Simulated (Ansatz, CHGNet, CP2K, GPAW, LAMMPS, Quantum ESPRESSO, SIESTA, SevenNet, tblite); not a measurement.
## Amorphous polyacrylonitrile (as short chains C14N4H18) at 400 K (108 atoms) in tblite

Wanted: tblite inputs and outputs for amorphous polyacrylonitrile (as short chains C14N4H18) at 400 K (108 atoms), checked against a plane-wave reference.

Calculated with tblite 0.8.0; the method is named at each step.

### 1. Set-up

The cell holds 108 atoms: 42 C, 12 N and 54 H. Cell: a = 10.456 Å, b = 10.456 Å, c = 10.456 Å, α = 90.0°, β = 90.0°, γ = 90.0°. 3 polyacrylonitrile chains of 4 units with methyl end groups placed at random, at 1.06 g/cm³; overlaps pushed apart, then 20 ps at 800 K with MMFF94 bonds, angles, torsions, charges and radii (Halgren, J. Comput. Chem. 17, 490 (1996)) in harmonic and 12-6 forms. Snapshot after 30 ps at 400 K and fixed volume.

The yardstick, on the same geometry:

```
method                                           : Kohn-Sham DFT, PBE, SSSP efficiency 1.3.0 pseudopotentials, plane waves (Quantum ESPRESSO 7.5); sssp-pbe-1.3.0-efficiency, cutoffs 60/480 Ry, Γ point
r.m.s. force component                           : 0.9543 eV/Å
longest force                                    : 4.298 eV/Å
pressure                                         : 2.823 GPa
gap (highest filled to lowest empty level) : 5.927 eV
time                                             : 1.9 min on 2 MPI ranks of Arm Neoverse V2, shared host
CPU time                                         : 3.9 min
```

### 2. GFN1-xTB

Method: GFN1-xTB tight binding, diagonalisation.

Contents of run.py:

```python
import numpy as np
from ase.io import read
from tblite.ase import TBLite

atoms = read("structure.xyz")
atoms.calc = TBLite(method="GFN1-xTB", electronic_temperature=580, accuracy=1.0, max_iterations=250, mixer_damping=0.4, verbosity=1)
energy = atoms.get_potential_energy()
forces = atoms.get_forces()
print(f"energy {energy:.6f} eV")
print("forces (eV/A)")
for i, (a, f) in enumerate(zip(atoms, forces)):
    print(f"{i:4d} {a.symbol:2s} {f[0]:10.5f} {f[1]:10.5f} {f[2]:10.5f}")
stress = -atoms.get_stress(voigt=False) * 160.21766
print("stress (GPa, compression positive)")
for row in stress:
    print(" ".join(f"{x:10.4f}" for x in row))
print("charges (e)")
print(np.array2string(atoms.get_charges(), precision=4, suppress_small=True, max_line_width=110, threshold=100000))
```

Contents of structure.xyz:

```xyz
108
Lattice="10.45608 0.00000 0.00000 0.00000 10.45608 0.00000 0.00000 0.00000 10.45608" Properties=species:S:1:pos:R:3 pbc="T T T"
C 1.17369 5.39105 8.75007
C 2.27733 5.79988 9.66612
C 3.42928 4.81387 9.74130
C 2.95667 3.56145 10.21590
N 2.60335 2.55484 0.24425
C 4.18609 4.50814 8.45667
C 4.96800 5.64189 7.71010
C 5.61136 6.59841 8.63766
N 5.98600 7.37771 9.42982
C 6.03326 5.10508 6.84622
C 5.44636 4.24266 5.72826
C 6.47890 3.84846 4.80823
N 7.21386 3.55141 3.98262
C 4.31052 4.90233 4.82172
C 4.83866 6.10060 3.98816
C 3.83498 7.16858 4.18986
N 3.09730 8.04616 4.36876
C 5.02906 5.72585 2.50089
H 0.74928 4.40306 9.01764
H 0.28618 6.07258 8.67541
H 1.62948 5.34808 7.75392
H 2.65281 6.82907 9.39102
H 1.92977 5.87433 0.23798
H 4.22530 5.24278 10.33155
H 3.49735 4.25604 7.70143
H 4.76724 3.58644 8.62135
H 4.27591 6.18833 7.08995
H 6.65488 5.91992 6.49113
H 6.62999 4.41937 7.46439
H 4.93412 3.45354 6.25315
H 3.43189 5.11825 5.47208
H 3.93577 4.23053 4.06051
H 5.75095 6.38772 4.43787
H 4.14395 5.34055 2.08829
H 5.69679 4.89982 2.45310
H 5.40161 6.62257 1.89924
C 10.30405 3.28666 5.15788
C 0.58993 2.25349 4.33927
C 0.88626 2.75497 2.88828
C 1.37445 4.09795 3.04105
N 1.68667 5.21947 3.05161
C 10.20785 2.48802 1.84529
C 9.76159 0.97660 1.58713
C 0.41092 0.16050 1.07290
N 1.16909 9.89020 0.57226
C 8.62648 0.88197 0.56515
C 7.28046 1.42903 1.11807
C 6.91513 2.70771 0.62747
N 6.41334 3.59710 0.07853
C 6.37110 0.27207 1.16554
C 4.90516 0.51130 1.68604
C 4.83353 0.99594 3.06342
N 4.84388 1.54604 4.09669
C 4.23178 9.62744 1.60083
H 9.72551 3.95459 4.50197
H 0.43131 3.86666 5.85175
[... 48 atom lines left out ...]
H 0.83450 7.32532 5.18046
H 9.71035 6.60835 2.95928
H 8.79043 7.83903 3.53876
H 10.29453 8.14623 2.81122
```

On the command line:

```bash
> OMP_NUM_THREADS=1 python run.py > output.txt
```

What it wrote:

```text
------------------------------------------------------------
  cycle        total energy    energy error   density error
------------------------------------------------------------
      1     -154.0782027325  -1.5645910E+02   6.5311532E-01
      2     -155.3319302755  -1.2537275E+00   4.2606796E-01
      3     -155.6224134966  -2.9048322E-01   2.3927661E-01
      4     -155.8097021879  -1.8728869E-01   3.1755541E-02
      5     -155.8266717152  -1.6969527E-02   6.9240958E-03
      6     -155.8272925090  -6.2079374E-04   1.1262133E-03
      7     -155.8273023571  -9.8481536E-06   5.6538827E-04
      8     -155.8273075342  -5.1770285E-06   9.0316117E-05
      9     -155.8273075882  -5.3992210E-08   3.8268764E-05
     10     -155.8273076106  -2.2467901E-08   1.3356154E-05
------------------------------------------------------------
 total:                                   1.477 sec
energy -4240.277021 eV
forces (eV/A)
   0 C    -1.25866   -0.37236   -1.07837
   1 C     0.28775    1.75794    0.73919
   2 C     0.87296    0.79844   -1.06890
   3 C    -0.88729   -3.05070    2.17211
   4 N     0.73166    2.12064   -1.15575
   5 C     0.53843    0.03835   -1.04326
   6 C    -0.21847    0.73411    2.43607
   7 C     0.08517    1.66253    1.95516
   8 N    -0.83855   -1.85769   -1.95670
   9 C     0.92999   -0.99026   -0.51586
  10 C    -1.10679    1.05028   -1.05575
  11 C    -0.23000   -0.54979    0.14851
  12 N     0.59980   -0.12228   -0.39467
  13 C     0.30072   -0.15042    0.60629
  14 C    -2.04156    0.07735    0.07821
  15 C     0.01585    0.95567   -0.19501
  16 N     0.71197   -1.11415   -0.10994
  17 C     0.87964    1.84295    0.39709
  18 H     0.41103    0.34150   -0.17351
  19 H     0.98332   -0.22439    0.34448
  20 H    -0.44545   -0.24033   -0.12356
  21 H    -0.19930   -0.93018    0.12137
  22 H    -0.29741    0.18034    0.28547
  23 H     0.07029    0.03401    1.07676
[...]
100 H     0.12758   -1.22873   -0.43218
 101 H     0.55155   -1.25934   -0.24702
 102 H     0.87791    0.61290   -0.66217
 103 H    -0.00550   -0.15328   -0.09752
 104 H     1.74063   -0.40672   -0.62436
 105 H     0.63448   -0.03550    1.09762
 106 H    -2.01301    1.06883    0.09233
 107 H     1.35629    1.67047   -0.73983
stress (GPa, compression positive)
    0.8206     0.1841     0.4518
    0.1841    -1.0824     0.1706
    0.4518     0.1706    -1.1803
charges (e)
[-0.0824 -0.0351 -0.0114  0.225  -0.3314 -0.0562 -0.0102  0.2033 -0.2982 -0.0422 -0.0232  0.231  -0.3188
 -0.0522 -0.0082  0.2248 -0.3291 -0.085   0.0373  0.0394  0.0237  0.0242  0.0405  0.066   0.0427  0.0458
  0.0443  0.0535  0.0503  0.0585  0.0401  0.0553  0.0575  0.0428  0.0508  0.0412 -0.0847 -0.04   -0.023
  0.221  -0.3302 -0.0503 -0.0056  0.2128 -0.2983 -0.0429 -0.0253  0.2186 -0.318  -0.0389 -0.0076  0.2179
 -0.3352 -0.0724  0.0333  0.0374  0.0251  0.0279  0.0315  0.0615  0.0469  0.0507  0.0483  0.0544  0.0397
  0.0673  0.0484  0.0411  0.0597  0.0466  0.0355  0.0349 -0.0902 -0.0425 -0.0168  0.2244 -0.3261 -0.0488
 -0.0094  0.1982 -0.3079 -0.0475 -0.0049  0.1971 -0.2901 -0.0532  0.0002  0.2085 -0.3068 -0.0928  0.0394
  0.0391  0.0334  0.0406  0.0207  0.0577  0.0477  0.0435  0.0595  0.0429  0.0436  0.0514  0.042   0.0407
  0.0591  0.05    0.0426  0.0519]
```

Elapsed: 2 s, on 1 thread of Arm Neoverse V2, shared host; peak memory 0.17 GiB.

Banners, paths, timers and routine set-up lines are dropped from the logs unmarked, and long logs keep their key lines alone; longer cuts are marked.

Numbers from this run, and their distance from the reference:

```
r.m.s. force component                  : 1.01 eV/Å
r.m.s. difference of force components   : 459.5 meV/Å
longest difference of force vectors     : 1762 meV/Å
force difference over r.m.s. force      : 48.15 %
slope of forces against the reference's : 0.944
correlation of force components         : 0.892
pressure                                : -0.4807 GPa
pressure difference                     : -3.304 GPa
```

Length of the force difference by element (eV/Å):

```
element  atoms  mean  most
      C     42  0.71   1.7
      H     54  0.17  0.30
      N     12   1.6   1.8
```

A closer look about N81, one of the 12 N atoms: 9 atoms, nearest first, numbered in the order of the input, with positions taken from that point.

```
atom      x      y      z  distance (Å)  bonds  Mulliken charge (e)     Fx     Fy  Fz (eV/Å)
 N81   0.00   0.00   0.00          0.00      1                -0.31   0.87  -2.47      -0.40
 C80   0.31  -1.11  -0.23          1.17      2                 0.20  -0.80   1.75      -0.05
 H59  -0.25  -0.01  -2.57          2.59      1                 0.03  -1.18  -0.32      -0.24
 C79   0.59  -2.53  -0.59          2.66      4                -0.01   1.23   2.76       0.45
 H25   1.63   2.15   0.34          2.71      1                 0.04  -1.34  -0.82      -0.95
 H56  -1.44   1.76  -1.51          2.73      1                 0.04   0.70   0.27      -0.17
H102  -2.15  -1.99  -0.38          2.95      1                 0.05   0.55  -1.26      -0.25
 H19  -1.12   2.29   1.66          3.04      1                 0.04   0.41   0.34      -0.17
 H96   2.79  -1.13  -0.84          3.12      1                 0.06  -0.66   1.96      -1.21
```

Atoms are counted from 1 here, from 0 in the log.

Forces lie 48 % from the reference's, at 0.0084 times its CPU time (on 1 against 2 cores).

### 3. GFN2-xTB

Method: GFN2-xTB tight binding, diagonalisation.

Changes to run.py since step 2:

```diff
@@ -5,3 +5,3 @@
 atoms = read("structure.xyz")
-atoms.calc = TBLite(method="GFN1-xTB", electronic_temperature=580, accuracy=1.0, max_iterations=250, mixer_damping=0.4, verbosity=1)
+atoms.calc = TBLite(method="GFN2-xTB", electronic_temperature=580, accuracy=1.0, max_iterations=250, mixer_damping=0.4, verbosity=1)
 energy = atoms.get_potential_energy()
```

structure.xyz is that of step 2.

What it wrote:

```text
------------------------------------------------------------
  cycle        total energy    energy error   density error
------------------------------------------------------------
      1     -150.7493217298  -1.5342462E+02   2.1055365E-01
      2     -151.0529892634  -3.0366753E-01   1.3810921E-01
      3     -151.7520814723  -6.9909221E-01   9.0637699E-02
      4     -152.0177820868  -2.6570061E-01   1.8184194E-02
      5     -152.0432428405  -2.5460754E-02   8.1019947E-03
      6     -152.0452158576  -1.9730172E-03   4.4946989E-03
      7     -152.0462276729  -1.0118152E-03   1.7859570E-03
      8     -152.0464255333  -1.9786038E-04   6.7461103E-04
      9     -152.0464510390  -2.5505705E-05   1.4697053E-04
     10     -152.0464516481  -6.0915477E-07   7.9424168E-05
     11     -152.0464520508  -4.0270771E-07   3.9242880E-05
     12     -152.0464521022  -5.1357205E-08   1.2092299E-05
------------------------------------------------------------
 total:                                   7.240 sec
energy -4137.394702 eV
forces (eV/A)
   0 C    -1.12459   -0.29350   -0.98140
   1 C     0.21193    1.59445    0.73156
   2 C     0.78401    0.46255   -0.94256
   3 C    -0.87169   -2.96410    2.15598
   4 N     0.94526    2.62245   -1.42726
   5 C     0.43263    0.04535   -1.05388
   6 C    -0.06519    0.87714    2.61931
   7 C     0.14684    1.74773    2.11963
   8 N    -1.08653   -2.30302   -2.43034
   9 C     0.85533   -0.93201   -0.50578
  10 C    -0.87258    0.90625   -1.18509
  11 C    -0.26265   -0.54346   -0.02690
  12 N     0.15804    0.02787    0.10479
  13 C     0.44268   -0.12752    0.51729
  14 C    -2.21736    0.29210    0.11418
  15 C    -0.06342    1.01344   -0.24495
  16 N     1.16389   -1.63662   -0.13511
  17 C     0.78071    1.81446    0.46176
  18 H     0.44280    0.43164   -0.25155
  19 H     0.99677   -0.30453    0.33077
  20 H    -0.54800   -0.26351   -0.05755
  21 H    -0.18228   -0.95548    0.17313
  22 H    -0.30607    0.22835    0.22283
  23 H     0.04244   -0.04010    1.02934
[...]
100 H     0.09434   -1.16223   -0.41709
 101 H     0.51185   -1.16579   -0.14632
 102 H     0.90121    0.50273   -0.59898
 103 H    -0.08139   -0.19558   -0.08880
 104 H     1.60364   -0.42487   -0.67966
 105 H     0.65927   -0.06718    1.08921
 106 H    -1.95439    1.03125    0.15463
 107 H     1.38077    1.55572   -0.62843
stress (GPa, compression positive)
    0.4268     0.2721     0.7840
    0.2721    -2.3258    -0.0049
    0.7840    -0.0049    -1.8552
charges (e)
[-0.0858 -0.0388 -0.0121  0.1291 -0.2783 -0.0469 -0.002   0.1082 -0.2274 -0.0429 -0.0154  0.1377 -0.2634
 -0.0432 -0.0058  0.1249 -0.2647 -0.0975  0.041   0.0377  0.0267  0.0283  0.044   0.0937  0.0526  0.0455
  0.0516  0.0564  0.064   0.074   0.0316  0.0566  0.0743  0.0499  0.055   0.0479 -0.0923 -0.0406 -0.0185
  0.1201 -0.2642 -0.0478  0.0021  0.1214 -0.2356 -0.0456 -0.0181  0.1212 -0.2625 -0.0495 -0.0039  0.1222
 -0.2816 -0.0894  0.0431  0.0454  0.0216  0.0416  0.0282  0.0799  0.0599  0.0472  0.0595  0.0653  0.0348
  0.0948  0.0691  0.0447  0.074   0.0555  0.0467  0.048  -0.0992 -0.0479 -0.0155  0.1311 -0.2626 -0.0473
 -0.0114  0.1066 -0.2493 -0.0404  0.0014  0.1051 -0.2325 -0.0468  0.0009  0.1092 -0.2458 -0.0993  0.038
  0.0453  0.0404  0.0512  0.0197  0.0818  0.0531  0.0441  0.0864  0.0466  0.0499  0.0565  0.0544  0.0375
  0.0831  0.0408  0.0522  0.0596]
```

The job ended after 7.7 s (1 thread; peak memory 0.17 GiB).

Numbers from this run, and their distance from the reference:

```yaml
r_m_s_force_component: 1.037 eV/Å
r_m_s_difference_of_force_components: 569.1 meV/Å
longest_difference_of_force_vectors: 2455 meV/Å
force_difference_over_r_m_s_force: 59.64 %
slope_of_forces_against_the_reference_s: 0.9124
correlation_of_force_components: 0.8398
pressure: -1.251 GPa
pressure_difference: -4.074 GPa
```

Against the first run (48 %), the force difference from the reference is 60 %, at 3.9 times the CPU time.

The difference per atom is largest on N (2.3 eV/Å on average, against 0.76 on C).

### 4. All runs compared

Differences are against the plane-wave reference, forces as r.m.s. over components; share is that over the reference's r.m.s. force, slope the least-squares factor from reference forces to these. Total energies of different programs have different zeros and aren't compared.

| run | Δ force, r.m.s. (meV/Å) | share (%) | slope | Δ pressure (GPa) | cores | CPU time | memory (GiB) |
| --- | --- | --- | --- | --- | --- | --- | --- |
| reference | - | - | - | - | 2 | 3.9 min | 2.4 |
| tblite GFN1-xTB | 460 | 48.2 | 0.944 | -3.30 | 1 | 2 s | 0.17 |
| tblite GFN2-xTB | 569 | 59.6 | 0.912 | -4.07 | 1 | 7.7 s | 0.17 |

CPU time is summed over cores on a shared host, where runs went side by side, so it is rough. Symmetry, cutoffs, thresholds, outputs and thread counts weren't matched or tuned between programs; memory under MPI is the largest rank's times the ranks.

### 5. Results

- nearest in forces: tblite GFN1-xTB, 48 %
- its CPU time: 2 s

What this shows: Tight binding differs by 48 % (tblite GFN1-xTB) to 60 % (tblite GFN2-xTB); it is another model, with fitted parameters of its own, and the xTB methods hold dispersion. Of the electronic-structure runs that take under half the reference's CPU time, tblite GFN1-xTB comes nearest, at 48 % in 2 s against 3.9 min; its pressure misses by -3.3 GPa. Periodic xTB results under one method name differ between programs and library versions. The reference's pressure holds the uncorrected Pulay stress of its 60 Ry basis, so small pressure differences, and their order, may be the reference's own error. The network of contacts between molecules at the start is that of the classical potential that made the cell, and needn't be the one that DFT or experiment would give. The reference's PBE has no dispersion term, which matters for the binding between molecules or layers. The density was typed from a rule of thumb and may lie off the real one at this temperature. The electronic-structure runs sample only Γ, in a cell whose shortest periodic width is 10 Å.

[Also dropped from logs without a mark: logging warnings of Python, and SIESTA's first energy breakdown and zero terms.]

[Logs are printed without paths, hosts, clocks, repeated set-up lines and the standing remarks that a program may print on its own settings, such as how far it seeks lower states.]

[Hosts, paths, dates, database ids (printed as entryN), source tags and the programs' standing remarks are cut or masked in the printed files.]

[The MMFF94 radii named for the starting cell were scaled by 0.96; in molecules described by MMFF94, hydrogen bound to N, O or S took a small fixed 12-6 site in their place.]
